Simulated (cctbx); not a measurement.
# A crystallographic session in cctbx: Nd4Nb3

Library: cctbx 2025.11. The data are simulated by the first script.

## 1. Simulate the data

run.py:

```python
from cctbx import adptbx, crystal, miller, sgtbx, xray
from cctbx.array_family import flex
from iotbx.shelx import hklf
from scitbx import matrix
import scitbx.random

cs = crystal.symmetry(unit_cell=(9.005, 9.005, 9.005, 90, 90, 90), space_group_symbol='Hall: I -4bd 2c 3')  # I-43d
atoms = [  # label, site, U (iso, or U11 U22 U33 U12 U13 U23 in A^2), occupancy
    ("Nd1", (0.1774, 0.6774, 0.8226), (0.0107, 0.0107, 0.0107, 0.0006, -0.0006, -0.0006), 1),
    ("Nb1", (0, 0.75, 0.125), (0.0107, 0.0107, 0.0112, 0.0000, 0.0000, -0.0000), 1),
]
xs = xray.structure(crystal_symmetry=cs)
for label, site, u, occ in atoms:
    u = adptbx.u_cif_as_u_star(cs.unit_cell(), u) if isinstance(u, tuple) else u
    xs.add_scatterer(xray.scatterer(label, site=site, u=u, occupancy=occ))
xs.set_inelastic_form_factors(0.71073, "sasaki")
xs.show_summary()
p1 = xs.expand_to_p1()
ms = miller.build_set(p1, anomalous_flag=True, d_min=0.8)
flex.set_random_seed(662146)
scitbx.random.set_random_seed(662146)
ms = ms.select(flex.random_double(ms.size()) < 0.95)
i = ms.structure_factors_from_scatterers(p1, algorithm="direct").f_calc().as_intensity_array().data()
i = i * 40000 / flex.max(i)
sig = flex.sqrt(i + flex.pow2(0.03 * i) + 2 ** 2)
noise = scitbx.random.variate(scitbx.random.normal_distribution())(i.size())
data = ms.array(data=i + sig * noise, sigmas=sig).set_observation_type_xray_intensity()
with open("data.hkl", "w") as f:
    data.export_as_shelx_hklf(f)
print("reflections written:", data.size(), " <I/sigma> = %.1f" % flex.mean(data.data() / data.sigmas()))
for h, a, b in list(data.sort("data"))[:12]:
    print("%4d%4d%4d %9.1f %7.1f" % (h + (a, b)))
```

```console
$ python run.py
```

```text
Number of scatterers: 2
At special positions: 2
Unit cell: (9.005, 9.005, 9.005, 90, 90, 90)
Space group: I -4 3 d (No. 220)
reflections written: 5755  <I/sigma> = 11.8
   4   4  -4   43032.5  1212.3
   0  -1  -3   42564.6  1216.6
  -3   1   0   42248.2  1216.6
   0  -1   3   41978.3  1216.6
   3   0  -1   41350.1  1216.6
   0   1   3   41191.0  1216.6
  -3   0  -1   40797.1  1216.6
   3   1   0   40711.6  1216.6
   0  -3  -1   40526.4  1216.6
   0   1  -3   40432.2  1216.6
   1  -3   0   40395.5  1216.6
   3  -1   0   40206.1  1216.6
```

It took 0.25 s on 1 thread of Arm Neoverse V2, with other jobs on the host, peak memory 0.07 GiB.

## 2. Symmetry

run.py:

```python
from cctbx import crystal, sgtbx, statistics
from cctbx.array_family import flex
from iotbx.shelx import hklf

p1 = crystal.symmetry(unit_cell=(9.005, 9.005, 9.005, 90, 90, 90), space_group_symbol="P 1")
raw = hklf.reader(file_name="data.hkl").as_miller_arrays(crystal_symmetry=p1, anomalous=True)[0]
print(raw.size(), "reflections to d = %.3f A" % raw.d_min())
isig = raw.data() / raw.sigmas()
print("centring   violations  <I/sigma> of those")
best = "P"
for c in "ABCIRF":
    a = raw.customized_copy(space_group_info=sgtbx.space_group_info("Hall: %s 1" % c)).sys_absent_flags().data()
    m = flex.mean(isig.select(a))
    print("%5s %10d of %5d %8.1f" % (c, (isig.select(a) > 4).count(True), a.count(True), m))
    if (isig.select(a) > 4).count(True) < 0.01 * a.count(True):
        best = c
raw = raw.select(~raw.customized_copy(space_group_info=sgtbx.space_group_info("Hall: %s 1" % best)).sys_absent_flags().data())
isig = raw.data() / raw.sigmas()
rows = []
for s in sgtbx.space_group_symbol_iterator():
    g = sgtbx.space_group(s)
    if g.conventional_centring_type_symbol() != best or not g.is_compatible_unit_cell(p1.unit_cell(), 1e-3, 0.02):
        continue
    rows.append((s, g))
print("Laue class    unique    Rint  (classes that these axes allow; Friedel mates merged)")
rint = {}
for s, g in rows:
    laue = g.build_derived_patterson_group()
    key = laue.type().hall_symbol()
    if key not in rint:
        m = raw.customized_copy(space_group_info=laue.info(), anomalous_flag=False).merge_equivalents()
        rint[key] = m.r_int()
        print("%-14s %6d %7.3f" % (laue.type().lookup_symbol(), m.array().size(), m.r_int()))
floor = min(rint.values())
good = [(s, g) for s, g in rows if rint[g.build_derived_patterson_group().type().hall_symbol()] < 2 * floor + 0.03]
top = max(g.build_derived_patterson_group().order_z() for s, g in good)
print("space group    extra absences  I>4sigma  <I/sigma>")
for s, g in good:
    laue = g.build_derived_patterson_group()
    if laue.order_z() != top:
        continue
    a = raw.customized_copy(space_group_info=g.info()).sys_absent_flags().data()
    a &= ~raw.customized_copy(space_group_info=laue.info()).sys_absent_flags().data()
    bad = (isig.select(a) > 4).count(True)
    if bad <= 0.03 * a.count(True):
        print("%-16s %8d %10d %9s  %s" % (s.universal_hermann_mauguin(), a.count(True), bad, "%.1f" % flex.mean(isig.select(a)) if a.count(True) else "-", "centric" if g.is_centric() else "acentric"))
laue = max(good, key=lambda t: t[1].build_derived_patterson_group().order_z())[1].build_derived_patterson_group()
f = raw.customized_copy(space_group_info=laue.info(), anomalous_flag=False).merge_equivalents().array().eliminate_sys_absent().f_sq_as_f()
f.set_observation_type_xray_amplitude()
bins = max(3, min(8, f.size() // 12))
f.setup_binner(n_bins=bins)
w = statistics.wilson_plot(f, {e: n / laue.order_z() for e, n in {'Nd': 16.0, 'Nb': 12.0}.items()}, e_statistics=True)
print("Wilson B = %.2f A^2   <|E^2-1|> = %.3f (0.968 centric, 0.736 acentric)   E^2>4: %.1f %%" % (w.wilson_b, w.mean_e_sq_minus_1, w.percent_e_sq_gt_2))
print("shell (A)         n   <I/sigma>")
m = raw.customized_copy(space_group_info=laue.info(), anomalous_flag=False).merge_equivalents().array().eliminate_sys_absent()
for b in m.setup_binner(n_bins=bins).range_used():
    sel = m.binner().selection(b)
    print("%5.2f - %4.2f %6d %8.1f" % (min(m.binner().bin_d_range(b)[0] if m.binner().bin_d_range(b)[0] > 0 else 99, 99), m.binner().bin_d_range(b)[1], sel.count(True), flex.mean((m.data() / m.sigmas()).select(sel))))
```

```console
$ python run.py
```

```text
5755 reflections to d = 0.802 A
centring   violations  <I/sigma> of those
    A       1318 of  2899     12.2
    B       1320 of  2900     12.2
    C       1326 of  2915     12.2
    I          0 of  2853      0.0
    R       1640 of  3818     11.7
    F       1982 of  4357     12.2
Laue class    unique    Rint  (classes that these axes allow; Friedel mates merged)
I 1 2/m 1         811   0.032
I 1 1 2/m         811   0.033
I 2/m 1 1         811   0.033
I m m m           456   0.033
I 4/m             408   0.034
I 4/m m m         248   0.035
I m -3            154   0.035
I m -3 m           97   0.035
space group    extra absences  I>4sigma  <I/sigma>
I 4 3 2                 0          0         -  acentric
I 41 3 2               18          0      -0.0  acentric
I -4 3 m                0          0         -  acentric
I -4 3 d              356          0      -0.0  acentric
I m -3 m                0          0         -  centric
Wilson B = 1.24 A^2   <|E^2-1|> = 0.671 (0.968 centric, 0.736 acentric)   E^2>4: 0.0 %
shell (A)         n   <I/sigma>
 6.37 - 1.60     16     71.4
 1.60 - 1.27     15     80.2
 1.27 - 1.11      9    129.0
 1.11 - 1.01     13     86.2
 1.01 - 0.94     11    105.3
 0.94 - 0.88     12     95.2
 0.88 - 0.84     10     73.9
 0.84 - 0.80     11    121.1
```

Time: 0.29 s.

## 3. Charge flipping

run.py:

```python
import itertools
from cctbx import crystal, maptbx
from cctbx.array_family import flex
from iotbx.shelx import hklf
from smtbx.ab_initio import charge_flipping as cf

cs = crystal.symmetry(unit_cell=(9.005, 9.005, 9.005, 90, 90, 90), space_group_symbol='Hall: I -4bd 2c 3')  # I-43d
raw = hklf.reader(file_name="data.hkl").as_miller_arrays(crystal_symmetry=cs, anomalous=True)[0]
merged = raw.eliminate_sys_absent().merge_equivalents()
fo2 = merged.array().set_observation_type_xray_intensity()
f = fo2.average_bijvoet_mates().f_sq_as_f().resolution_filter(d_min=0.9)
p1 = f.expand_to_p1()
p1.setup_binner_counting_sorted(reflections_per_bin=max(40, p1.size() // 12))
work = p1.array(data=p1.data() / p1.amplitude_quasi_normalisations().data())
flex.set_random_seed(50545)
it = cf.weak_reflection_improved_iterator(delta=None, weak_reflection_fraction=0.2)
it.start(work, phases=flex.random_double(p1.size()) * 6.2832, f_000=0)
it.delta = 1.2 * it.rho_map.sigma()
print("cycle      R  skewness")
for n, st in enumerate(itertools.islice(it, 150)):
    if n % 12 == 0:
        print("%5d %6.3f %8.2f" % (n, st.r1_factor(), st.rho_map.skewness()))
rho = p1.phase_transfer(it.f_calc).fft_map().apply_volume_scaling()
polish = cf.low_density_elimination_iterator(constant_rho_c=rho.sigma())
polish.start(f_obs=p1, phases=it.f_calc, f_000=0)
for _ in range(8):
    next(polish)
print("origin shift          correlation  skewness")
maps = []
for fc, shift, cc in itertools.islice(cf.f_calc_symmetrisations(f, polish.f_calc, 0), 4):
    m = f.phase_transfer(fc).fft_map(symmetry_flags=maptbx.use_space_group_symmetry, resolution_factor=0.25).apply_sigma_scaling()
    maps.append((m.skewness(), cc, m))
    print("%6.3f %6.3f %6.3f %10.3f %9.2f" % (tuple(shift) + (cc, m.skewness())))
skew, cc, m = max((t for t in maps if t[1] > maps[0][1] - 0.04), key=lambda t: t[0])
print("taken: symmetry correlation %.3f, skewness %.2f" % (cc, skew))
peaks = m.peak_search(parameters=maptbx.peak_search_parameters(min_distance_sym_equiv=0.9, max_clusters=7)).all()
sps = cs.special_position_settings(min_distance_sym_equiv=0.5)
print("peak      x       y       z  mult  height/sigma")
for k, (x, h) in enumerate(zip(peaks.sites(), peaks.heights())):
    ss = sps.site_symmetry(x)
    print("Q%-3d %7.4f %7.4f %7.4f %4d %8.1f" % ((k + 1,) + tuple(t % 1 for t in ss.exact_site()) + (ss.multiplicity(), h)))
```

```console
$ python run.py
```

```text
cycle      R  skewness
    0  0.508     0.39
   12  0.334     3.92
   24  0.238     3.75
   36  0.222     3.64
   48  0.223     3.66
   60  0.226     3.55
   72  0.222     3.49
   84  0.214     3.44
   96  0.214     3.42
  108  0.222     3.53
  120  0.221     3.52
  132  0.224     3.44
  144  0.220     3.48
origin shift          correlation  skewness
 0.410  0.301  0.381      0.866      0.22
 0.384  0.251  0.749      0.901      0.72
 0.271  0.779  0.879      0.901      1.04
 0.157  0.369  0.570      0.899      0.96
taken: symmetry correlation 0.901, skewness 1.04
peak      x       y       z  mult  height/sigma
Q1    0.0723  0.4277  0.5723   16      6.5
Q2    0.0000  0.2500  0.8750   12      4.3
Q3    0.0624  0.0798  0.5585   48      3.5
Q4    0.0243  0.3132  0.9595   48      2.5
Q5    0.0874  0.0838  0.8577   48      2.4
Q6    0.0054  0.1097  0.0454   48      1.4
Q7    0.9959  0.1682  0.2170   48      1.0
```

Time: 0.44 s.

## 4. Charge flipping

run.py, as its changes from the last script of this kind:

```diff
@@ -13,3 +13,2 @@
-p1.setup_binner_counting_sorted(reflections_per_bin=max(40, p1.size() // 12))
-work = p1.array(data=p1.data() / p1.amplitude_quasi_normalisations().data())
-flex.set_random_seed(50545)
+work = p1
+flex.set_random_seed(50546)
@@ -20,2 +19,2 @@
-for n, st in enumerate(itertools.islice(it, 150)):
-    if n % 12 == 0:
+for n, st in enumerate(itertools.islice(it, 300)):
+    if n % 25 == 0:
```

```console
$ python run.py
```

```text
cycle      R  skewness
    0  0.520     0.37
   25  0.226     3.61
   50  0.221     3.53
   75  0.226     3.47
  100  0.216     3.48
  125  0.217     3.44
  150  0.214     3.51
  175  0.205     3.50
  200  0.204     3.41
  225  0.210     3.42
  250  0.206     3.37
  275  0.209     3.36
origin shift          correlation  skewness
 0.403  0.249  0.594      0.878      0.33
 0.433  0.258  0.234      0.885      0.79
 0.401  0.749  0.597      0.902      0.65
-0.001  0.940  0.469      0.900      0.28
taken: symmetry correlation 0.885, skewness 0.79
peak      x       y       z  mult  height/sigma
Q1    0.0523  0.0799  0.3949   48      4.9
Q2    0.0735  0.0735  0.0735   16      3.9
Q3    0.0000  0.2500  0.1611   24      2.7
Q4    0.0608  0.1807  0.8306   48      2.1
Q5    0.0000  0.2500  0.0471   24      2.1
Q6    0.0691  0.1534  0.6008   48      1.9
Q7    0.0339  0.4661  0.5339   16      1.4
```

Time: 0.51 s.

## 5. Charge flipping

run.py, as its changes from the last script of this kind:

```diff
@@ -13,2 +13,3 @@
-work = p1
-flex.set_random_seed(50546)
+p1.setup_binner_counting_sorted(reflections_per_bin=max(40, p1.size() // 12))
+work = p1.array(data=p1.data() / p1.amplitude_quasi_normalisations().data())
+flex.set_random_seed(50547)
@@ -19,2 +20,2 @@
-for n, st in enumerate(itertools.islice(it, 300)):
-    if n % 25 == 0:
+for n, st in enumerate(itertools.islice(it, 450)):
+    if n % 37 == 0:
```

```console
$ python run.py
```

```text
cycle      R  skewness
    0  0.513     0.23
   37  0.229     3.53
   74  0.210     3.38
  111  0.220     3.37
  148  0.214     3.42
  185  0.219     3.49
  222  0.218     3.47
  259  0.230     3.49
  296  0.220     3.57
  333  0.214     3.52
  370  0.204     3.42
  407  0.202     3.38
  444  0.208     3.35
origin shift          correlation  skewness
 0.041  0.101  0.278      0.917      0.62
 0.189  0.251  0.128      0.873      0.38
 0.413  0.100  0.130      0.867      0.37
 0.218  0.041  0.345      0.888      0.15
taken: symmetry correlation 0.917, skewness 0.62
peak      x       y       z  mult  height/sigma
Q1    0.0000  0.2500  0.7728   24      5.0
Q2    0.0614  0.0614  0.0614   16      3.5
Q3    0.0641  0.0914  0.3710   48      2.8
Q4    0.9865  0.1575  0.3249   48      2.4
Q5    0.0705  0.3985  0.4277   48      2.0
Q6    0.0617  0.4383  0.5617   16      1.9
Q7    0.9973  0.1228  0.6849   48      1.1
```

It took 0.55 s on 1 thread of Arm Neoverse V2, with other jobs on the host, peak memory 0.08 GiB.

[Logs are printed without paths, hosts, clocks, repeated set-up lines and the standing remarks that a program may print on its own settings, such as how far it seeks lower states.]
